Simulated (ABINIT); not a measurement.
# Completion of the band sum in GW: Cs2InAgCl6 (Fm-3m), part 2 of 2

Aim: few bands, with and without a completion of the sum over empty states, for Cs2InAgCl6 (Fm-3m).

ABINIT 10.8.3; PBEsol and many-body steps on it, plane waves. Known limits of the many-body steps: not at the basis limit; exchange with frozen shells missing; d shell near the gap, gap tends to lie low; no spin-orbit coupling; coarse k mesh.

So far. Step 3 (Screening, 2×2×2 mesh, 262 bands, screening to 122.5 eV): Local fields lower ε∞ by 11 %. On a Γ-centred mesh this coarse the value itself is usually too large, while a short band sum pulls it down. Step 4 (262 bands): The gap on the mesh goes from 1.04 eV to 2.63 eV, a correction of +1.59 eV.

### 6. 65 bands

This step: G0W0 on PBEsol, plane waves, norm-conserving pseudopotentials.

File run.abi:

```
acell 3*1.0 Angstrom
rprim 
  0.000000000000 5.234500000000 5.234500000000
  5.234500000000 0.000000000000 5.234500000000
  5.234500000000 5.234500000000 0.000000000000
ntypat 4
znucl 55 49 47 17
natom 10
typat 1 1 2 3 4 4 4 4 4 4
xred 
  0.250000000000 0.250000000000 0.250000000000
  0.750000000000 0.750000000000 0.750000000000
  0.000000000000 0.000000000000 0.000000000000
  0.500000000000 0.500000000000 0.500000000000
  0.760210000000 0.239790000000 0.239790000000
  0.239790000000 0.760210000000 0.239790000000
  0.239790000000 0.760210000000 0.760210000000
  0.760210000000 0.239790000000 0.760210000000
  0.239790000000 0.239790000000 0.760210000000
  0.760210000000 0.760210000000 0.239790000000
pp_dirpath "pseudos"
pseudos "Cs.upf, In.upf, Ag.upf, Cl.upf"
ecut 37
ngkpt 2 2 2
nshiftk 1
shiftk 0 0 0
kptopt 1
chksymbreak 0
istwfk *1
occopt 1
irdwfk 1
optdriver 4
nband 65
gwcalctyp 0
ecutsigx 37
symsigma 1
nkptgw 1
kptgw 
  0.0000000000 0.0000000000 0.0000000000
bdgw 
  45 48
ecuteps 4.5
irdscr 1
ppmodel 1
indata_prefix "in"
outdata_prefix "out"
tmpdata_prefix "tmp"
```

Launch:

```console
OMP_NUM_THREADS=1 mpirun -n 8 abinit run.abi > log
```

Numbers of over 12 decimals in the logs are rounded to 6 here.

The program printed:

```text
.Version 10.8.3 of ABINIT. v10.8.2 released Aug 2026.

 Symmetries : space group Fm -3 m (#225); Bravais cF (face-center cubic)
[... echo of the input left out ...]
== DATASET  1 ==================================================================
-   mpi_nproc: 8, omp_nthreads: 1 (-1 if OMP is not activated)

--- !DatasetInfo
iteration_state: {dtset: 1, }
dimensions: {natom: 10, nkpt: 3, mband: 65, nsppol: 1, nspinor: 1, nspden: 1, mpw: 20827, }
cutoff_energies: {ecut:  37.0, pawecutdg:  -1.0, }
electrons: {nelect:   9.20000000E+01, charge:   0.00000000E+00, occopt:   1.00000000E+00, tsmear:   1.00000000E-02, }

 SIGMA: Calculation of the GW corrections

 Based on a program developped by R.W. Godby, V. Olevano, G. Onida, and L. Reining.
 Incorporated in ABINIT by V. Olevano, G.-M. Rignanese, and M. Torrent.
.Using double precision arithmetic ; gwpc =  8

[... cell and pseudopotentials left out ...]
--------------------------------------------------------------------------------

 ==== K-mesh for the wavefunctions ====
 Number of points in the irreducible wedge :     3
[... list of points left out ...]
 Together with 48 symmetry operations and time-reversal symmetry
 yields     8 points in the full Brillouin Zone.

 ==== Q-mesh for screening function ====
 Number of points in the irreducible wedge :     3
[... list of points left out ...]
 Together with 48 symmetry operations and time-reversal symmetry
 yields     8 points in the full Brillouin Zone.

 vcoul_init : cutoff-mode = AUXILIARY_FUNCTION
 q-points for optical limit:   1
     1)      0.000010    0.000020    0.000030
 setmesh: FFT mesh size selected  =    80x   80x   80
          total number of points  =       512000

 Number of electrons calculated from density =   92.0000; Expected =   92.0000
[...]
number of k-points in IBZ                           3
 number of q-points in IBZ                           3
 number of symmetry operations                      48
 number of k-points in BZ                            8
 number of q-points in BZ                            8
 number of frequencies for dSigma/dE                 9
 frequency step for dSigma/dE [eV]                0.25
 number of omega for Sigma on real axis              0
 max omega for Sigma on real axis  [eV]           0.00
 zcut for avoiding poles [eV]                     0.10

 EPSILON^-1 parameters (SCR file):
 dimension of the eps^-1 matrix on file            893
 dimension of the eps^-1 matrix used               893
 number of plane-waves for wavefunctions         20827
 number of bands                                    65
 number of q-points in IBZ                           3
 number of frequencies                               2
 number of real frequencies                          1
 number of imag frequencies                          1

 matrix elements of self-energy operator (all in [eV])

 Perturbative Calculation

--- !SelfEnergy_ee
iteration_state: {dtset: 1, }
kpoint     : [   0.000,    0.000,    0.000, ]
spin       : 1
KS_gap     :    1.039
QP_gap     :    3.746
Delta_QP_KS:    2.708
data: !SigmaeeData |
     Band     E0 <VxcDFT>   SigX SigC(E0)      Z dSigC/dE  Sig(E)    E-E0       E
       45   2.000 -20.134 -24.310   3.626   0.783  -0.277 -20.565  -0.431   1.570
       46   2.000 -20.134 -24.310   3.626   0.783  -0.277 -20.565  -0.431   1.570
       47   3.039 -12.327  -8.154  -1.451   0.836  -0.195 -10.050   2.277   5.316
       48   7.082  -7.675  -3.449  -1.682   0.877  -0.141  -5.445   2.230   9.312

== END DATASET(S) ==============================================================
================================================================================

 -outvars: echo values of variables after computation  --------
           etotal      0.0000000000E+00
            nband          65
             nkpt           3
          spgroup         225
 [... the other variables as echoed above ...]

 Calculation completed.
```

The job ended after 12 s (8 MPI ranks of Intel Xeon Platinum 8488C (Sapphire Rapids), shared host; peak memory 4.5 GiB; 94 s of CPU time).

Numbers from this step:

* G0W0 gap on the points computed: 3.746 eV
* starting gap on the mesh: 1.038 eV
* k of the valence top: 0, 0, 0
* k of the conduction bottom: 0, 0, 0
* Z at the valence top: 0.783
* Z at the conduction bottom: 0.836
* least direct G0W0 gap on the computed points: 3.746 eV

Against G0W0 in ABINIT (2×2×2 mesh, 262 bands, screening to 122.5 eV, Godby-Needs plasmon pole), the gap moves by +1.117 eV.

### 7. Screening, 2×2×2 mesh, 65 bands, screening to 122.5 eV

This step: RPA screening on PBEsol, plane waves, norm-conserving pseudopotentials.

Changes to run.abi since step 6:

```diff
@@ -31,15 +31,10 @@
 irdwfk 1
-optdriver 4
+optdriver 3
 nband 65
-gwcalctyp 0
-ecutsigx 37
-symsigma 1
-nkptgw 1
-kptgw 
-  0.0000000000 0.0000000000 0.0000000000
-bdgw 
-  45 48
 ecuteps 4.5
-irdscr 1
-ppmodel 1
+inclvkb 2
+awtr 1
+symchi 1
+gwcomp 1
+gwencomp 2
 indata_prefix "in"
```

The program printed:

```text
.Version 10.8.3 of ABINIT. v10.8.2 released Aug 2026.

 Symmetries : space group Fm -3 m (#225); Bravais cF (face-center cubic)
[... echo of the input left out ...]
== DATASET  1 ==================================================================
-   mpi_nproc: 8, omp_nthreads: 1 (-1 if OMP is not activated)

--- !DatasetInfo
iteration_state: {dtset: 1, }
dimensions: {natom: 10, nkpt: 3, mband: 65, nsppol: 1, nspinor: 1, nspden: 1, mpw: 20827, }
cutoff_energies: {ecut:  37.0, pawecutdg:  -1.0, }
[...]
--------------------------------------------------------------------------------
[... chi0 elements left out ...]
 For q-point:  0.000010 0.000020 0.000030
  dielectric constant =   3.7037
  dielectric constant without local fields =   3.9217

  Average fulfillment of the sum rule on Im[epsilon] for q-point    1 :    184.61  [%]
[... wings left out ...]
  q-point number  2        q = ( 0.500000, 0.000000, 0.000000) [r.l.u.]
--------------------------------------------------------------------------------
[... chi0 elements left out ...]
  Average fulfillment of the sum rule on Im[epsilon] for q-point    2 :    197.70  [%]

 [... 1 further q-points ...]
```

Elapsed: 99 s, on 8 MPI ranks; peak memory 8.9 GiB; 13 min of CPU time.

This step gave:

```
ε∞ with local fields, on this mesh, along the program's q direction : 3.704
the same without local fields                                       : 3.922
plasma frequency                                                    : 21.03 eV
plane waves in the screening matrix                                 : 893
```

### 8. 65 bands, completed

This step: G0W0 on PBEsol, plane waves, norm-conserving pseudopotentials.

Changes to run.abi since step 7:

```diff
@@ -31,8 +31,15 @@
 irdwfk 1
-optdriver 3
+optdriver 4
 nband 65
+gwcalctyp 0
+ecutsigx 37
+symsigma 1
+nkptgw 1
+kptgw 
+  0.0000000000 0.0000000000 0.0000000000
+bdgw 
+  45 48
 ecuteps 4.5
-inclvkb 2
-awtr 1
-symchi 1
+irdscr 1
+ppmodel 1
 gwcomp 1
```

The program printed:

```text
.Version 10.8.3 of ABINIT. v10.8.2 released Aug 2026.

 Symmetries : space group Fm -3 m (#225); Bravais cF (face-center cubic)
[... echo of the input left out ...]
== DATASET  1 ==================================================================
-   mpi_nproc: 8, omp_nthreads: 1 (-1 if OMP is not activated)

--- !DatasetInfo
iteration_state: {dtset: 1, }
dimensions: {natom: 10, nkpt: 3, mband: 65, nsppol: 1, nspinor: 1, nspden: 1, mpw: 20827, }
cutoff_energies: {ecut:  37.0, pawecutdg:  -1.0, }
[...]
46   2.000 -20.134 -24.310   2.992   0.813  -0.231 -21.097  -0.963   1.038
       47   3.039 -12.327  -8.154  -2.652   0.846  -0.182 -11.041   1.287   4.326
       48   7.082  -7.675  -3.449  -2.469   0.885  -0.131  -6.121   1.554   8.636

== END DATASET(S) ==============================================================
================================================================================

 -outvars: echo values of variables after computation  --------
           etotal      0.0000000000E+00
            nband          65
             nkpt           3
          spgroup         225
 [... the other variables as echoed above ...]

 Calculation completed.
```

Run time: 14 s. Hardware: 8 MPI ranks; peak memory 4.5 GiB.

This step gave:

| Item | Value |
| --- | --- |
| G0W0 gap on the points computed | 3.288 eV |
| starting gap on the mesh | 1.038 eV |
| k of the valence top | 0, 0, 0 |
| k of the conduction bottom | 0, 0, 0 |
| least direct G0W0 gap on the computed points | 3.288 eV |

Against G0W0 in ABINIT (2×2×2 mesh, 262 bands, screening to 122.5 eV, Godby-Needs plasmon pole), the gap moves by +0.659 eV.

### 9. Screening, 2×2×2 mesh, 122 bands, screening to 122.5 eV

This step: RPA screening on PBEsol, plane waves, norm-conserving pseudopotentials.

Changes to run.abi since step 8:

```diff
@@ -31,17 +31,8 @@
 irdwfk 1
-optdriver 4
-nband 65
-gwcalctyp 0
-ecutsigx 37
-symsigma 1
-nkptgw 1
-kptgw 
-  0.0000000000 0.0000000000 0.0000000000
-bdgw 
-  45 48
+optdriver 3
+nband 122
 ecuteps 4.5
-irdscr 1
-ppmodel 1
-gwcomp 1
-gwencomp 2
+inclvkb 2
+awtr 1
+symchi 1
 indata_prefix "in"
```

The program printed:

```text
.Version 10.8.3 of ABINIT. v10.8.2 released Aug 2026.

 Symmetries : space group Fm -3 m (#225); Bravais cF (face-center cubic)
[... echo of the input left out ...]
== DATASET  1 ==================================================================
-   mpi_nproc: 8, omp_nthreads: 1 (-1 if OMP is not activated)

--- !DatasetInfo
iteration_state: {dtset: 1, }
dimensions: {natom: 10, nkpt: 3, mband: 122, nsppol: 1, nspinor: 1, nspden: 1, mpw: 20827, }
cutoff_energies: {ecut:  37.0, pawecutdg:  -1.0, }
[...]
--------------------------------------------------------------------------------
[... chi0 elements left out ...]
 For q-point:  0.000010 0.000020 0.000030
  dielectric constant =   4.0136
  dielectric constant without local fields =   4.5208

  Average fulfillment of the sum rule on Im[epsilon] for q-point    1 :     36.93  [%]
[... wings left out ...]
  q-point number  2        q = ( 0.500000, 0.000000, 0.000000) [r.l.u.]
--------------------------------------------------------------------------------
[... chi0 elements left out ...]
  Average fulfillment of the sum rule on Im[epsilon] for q-point    2 :     44.00  [%]

 [... 1 further q-points ...]
```

It took 80 s on 8 MPI ranks; peak memory 8.3 GiB.

Numbers from this step:

```yaml
eps_infinity_with_local_fields_on_this_mesh_along_the_program_s_q_direction: 4.014
the_same_without_local_fields: 4.521
plasma_frequency: 21.03 eV
plane_waves_in_the_screening_matrix: 893
```

### 10. 122 bands

This step: G0W0 on PBEsol, plane waves, norm-conserving pseudopotentials.

Changes to run.abi since step 9:

```diff
@@ -31,8 +31,15 @@
 irdwfk 1
-optdriver 3
+optdriver 4
 nband 122
+gwcalctyp 0
+ecutsigx 37
+symsigma 1
+nkptgw 1
+kptgw 
+  0.0000000000 0.0000000000 0.0000000000
+bdgw 
+  45 48
 ecuteps 4.5
-inclvkb 2
-awtr 1
-symchi 1
+irdscr 1
+ppmodel 1
 indata_prefix "in"
```

The program printed:

```text
.Version 10.8.3 of ABINIT. v10.8.2 released Aug 2026.

 Symmetries : space group Fm -3 m (#225); Bravais cF (face-center cubic)
[... echo of the input left out ...]
== DATASET  1 ==================================================================
-   mpi_nproc: 8, omp_nthreads: 1 (-1 if OMP is not activated)

--- !DatasetInfo
iteration_state: {dtset: 1, }
dimensions: {natom: 10, nkpt: 3, mband: 122, nsppol: 1, nspinor: 1, nspden: 1, mpw: 20827, }
cutoff_energies: {ecut:  37.0, pawecutdg:  -1.0, }
[...]
46   2.000 -20.134 -24.310   3.901   0.787  -0.270 -20.350  -0.216   1.784
       47   3.039 -12.327  -8.154  -2.050   0.832  -0.202 -10.560   1.767   4.806
       48   7.082  -7.675  -3.449  -2.622   0.863  -0.159  -6.291   1.384   8.466

== END DATASET(S) ==============================================================
================================================================================

 -outvars: echo values of variables after computation  --------
           etotal      0.0000000000E+00
            nband         122
             nkpt           3
          spgroup         225
 [... the other variables as echoed above ...]

 Calculation completed.
```

Wall time 14 s (8 MPI ranks); peak memory 4.5 GiB; 1.9 min of CPU time.

Numbers from this step:

| Quantity | Value |
| --- | --- |
| G0W0 gap on the points computed | 3.022 eV |
| starting gap on the mesh | 1.038 eV |
| k of the valence top | 0, 0, 0 |
| k of the conduction bottom | 0, 0, 0 |
| least direct G0W0 gap on the computed points | 3.022 eV |

Against G0W0 in ABINIT (2×2×2 mesh, 262 bands, screening to 122.5 eV, Godby-Needs plasmon pole), the gap moves by +0.393 eV.

### 11. Screening, 2×2×2 mesh, 122 bands, screening to 122.5 eV

This step: RPA screening on PBEsol, plane waves, norm-conserving pseudopotentials.

Changes to run.abi since step 10:

```diff
@@ -31,15 +31,10 @@
 irdwfk 1
-optdriver 4
+optdriver 3
 nband 122
-gwcalctyp 0
-ecutsigx 37
-symsigma 1
-nkptgw 1
-kptgw 
-  0.0000000000 0.0000000000 0.0000000000
-bdgw 
-  45 48
 ecuteps 4.5
-irdscr 1
-ppmodel 1
+inclvkb 2
+awtr 1
+symchi 1
+gwcomp 1
+gwencomp 3
 indata_prefix "in"
```

The program printed:

```text
.Version 10.8.3 of ABINIT. v10.8.2 released Aug 2026.

 Symmetries : space group Fm -3 m (#225); Bravais cF (face-center cubic)
[... echo of the input left out ...]
== DATASET  1 ==================================================================
-   mpi_nproc: 8, omp_nthreads: 1 (-1 if OMP is not activated)

--- !DatasetInfo
iteration_state: {dtset: 1, }
dimensions: {natom: 10, nkpt: 3, mband: 122, nsppol: 1, nspinor: 1, nspden: 1, mpw: 20827, }
cutoff_energies: {ecut:  37.0, pawecutdg:  -1.0, }
[...]
--------------------------------------------------------------------------------
[... chi0 elements left out ...]
 For q-point:  0.000010 0.000020 0.000030
  dielectric constant =   4.0313
  dielectric constant without local fields =   4.5208

  Average fulfillment of the sum rule on Im[epsilon] for q-point    1 :    173.75  [%]
[... wings left out ...]
  q-point number  2        q = ( 0.500000, 0.000000, 0.000000) [r.l.u.]
--------------------------------------------------------------------------------
[... chi0 elements left out ...]
  Average fulfillment of the sum rule on Im[epsilon] for q-point    2 :    170.59  [%]

 [... 1 further q-points ...]
```

It took 2.3 min on 8 MPI ranks; peak memory 9.4 GiB; 19 min of CPU time.

This step gave:

* ε∞ with local fields, on this mesh, along the program's q direction: 4.031
* the same without local fields: 4.521
* plasma frequency: 21.03 eV
* plane waves in the screening matrix: 893

### 12. 122 bands, completed

This step: G0W0 on PBEsol, plane waves, norm-conserving pseudopotentials.

Changes to run.abi since step 11:

```diff
@@ -31,8 +31,15 @@
 irdwfk 1
-optdriver 3
+optdriver 4
 nband 122
+gwcalctyp 0
+ecutsigx 37
+symsigma 1
+nkptgw 1
+kptgw 
+  0.0000000000 0.0000000000 0.0000000000
+bdgw 
+  45 48
 ecuteps 4.5
-inclvkb 2
-awtr 1
-symchi 1
+irdscr 1
+ppmodel 1
 gwcomp 1
```

The program printed:

```text
.Version 10.8.3 of ABINIT. v10.8.2 released Aug 2026.

 Symmetries : space group Fm -3 m (#225); Bravais cF (face-center cubic)
[... echo of the input left out ...]
== DATASET  1 ==================================================================
-   mpi_nproc: 8, omp_nthreads: 1 (-1 if OMP is not activated)

--- !DatasetInfo
iteration_state: {dtset: 1, }
dimensions: {natom: 10, nkpt: 3, mband: 122, nsppol: 1, nspinor: 1, nspden: 1, mpw: 20827, }
cutoff_energies: {ecut:  37.0, pawecutdg:  -1.0, }
[...]
46   2.000 -20.134 -24.310   3.390   0.796  -0.256 -20.760  -0.626   1.375
       47   3.039 -12.327  -8.154  -2.748   0.834  -0.199 -11.139   1.189   4.228
       48   7.082  -7.675  -3.449  -2.993   0.864  -0.158  -6.610   1.065   8.147

== END DATASET(S) ==============================================================
================================================================================

 -outvars: echo values of variables after computation  --------
           etotal      0.0000000000E+00
            nband         122
             nkpt           3
          spgroup         225
 [... the other variables as echoed above ...]

 Calculation completed.
```

Wall time 15 s (8 MPI ranks); peak memory 4.7 GiB; 2 min of CPU time.

This step gave:

```yaml
g0w0_gap_on_the_points_computed: 2.853 eV
starting_gap_on_the_mesh: 1.038 eV
k_of_the_valence_top: 0, 0, 0
k_of_the_conduction_bottom: 0, 0, 0
least_direct_g0w0_gap_on_the_computed_points: 2.853 eV
```

Against G0W0 in ABINIT (2×2×2 mesh, 262 bands, screening to 122.5 eV, Godby-Needs plasmon pole), the gap moves by +0.224 eV.

### 13. Side by side

Times are wall times on 8 MPI ranks of Intel Xeon Platinum 8488C (Sapphire Rapids), shared host, good to a factor of about two. A run's time includes the screening step that it read.

```
                 run   mesh  bands  screening cutoff (eV)  DFT gap (eV)  gap on the mesh (eV)  direct (eV)  ε∞ used     time
           262 bands  2×2×2    262                  122.5         1.038                 2.629        2.629     4.07  4.8 min
            65 bands  2×2×2     65                  122.5         1.038                 3.746        3.746     3.67     42 s
 65 bands, completed  2×2×2     65                  122.5         1.038                 3.288        3.288     3.70  1.9 min
           122 bands  2×2×2    122                  122.5         1.038                 3.022        3.022     4.01     94 s
122 bands, completed  2×2×2    122                  122.5         1.038                 2.853        2.853     4.03  2.6 min
```

### 14. Summary of results

* 262 bands: 2.629 eV
* 65 bands: 3.746 eV
* 65 bands, completed: 3.288 eV
* 122 bands: 3.022 eV
* 122 bands, completed: 2.853 eV

In words: 65 bands: +1.117 eV against 262 bands. 65 bands, completed: +0.659 eV against 262 bands. 122 bands: +0.393 eV against 262 bands. 122 bands, completed: +0.224 eV against 262 bands. The row with most bands is itself short of the limit, so it is no exact reference, and agreement of a truncated run with it can be a cancellation between the edges. In the G0W0 runs levels were corrected at 1 k point alone, so a gap called «on the mesh» is the least over those, and an edge elsewhere would be missed. The 2×2×2 mesh is coarse for this cell, which bears on the long-range parts of exchange and screening. The norm-conserving file of at least one element keeps a d shell over frozen s and p shells of the same row. Exchange with those shells is missing from the self-energy, an error of 0.3 to 0.9 eV in cases checked, whose sign depends on which edge lies on those atoms. A d shell, filled or nearly so, lies near the gap. One-shot GW converges very slowly in bands there, not always from below, and on a semilocal start the gap tends to come out low; starts rich in exact exchange can overshoot instead. The many-body steps are scalar-relativistic: spin-orbit coupling is not in them.

[Paths, hosts, dates, memory and timing lines, banners, echoed tables and standing remarks are left out of the program output.]

[Logs are printed without paths, hosts, clocks, repeated set-up lines and the standing remarks that a program may print on its own settings, such as how far it seeks lower states.]

[Runs of the session that timed out or met a known fault of the program may be left out.]

[Hosts, paths, dates, database ids (printed as entryN), source tags and the programs' standing remarks are cut or masked in the printed files.]

[G0W0 gaps are taken among the corrected bands and points alone; a level outside them can change the order at an edge.]

[Where Ansatz stands beside ABINIT at settings called matched, ABINIT's density can come from a denser mesh and the files from another edition; pairs whose starting gaps differed by over 0.03 eV were left out, so agreement reads better than it is.]
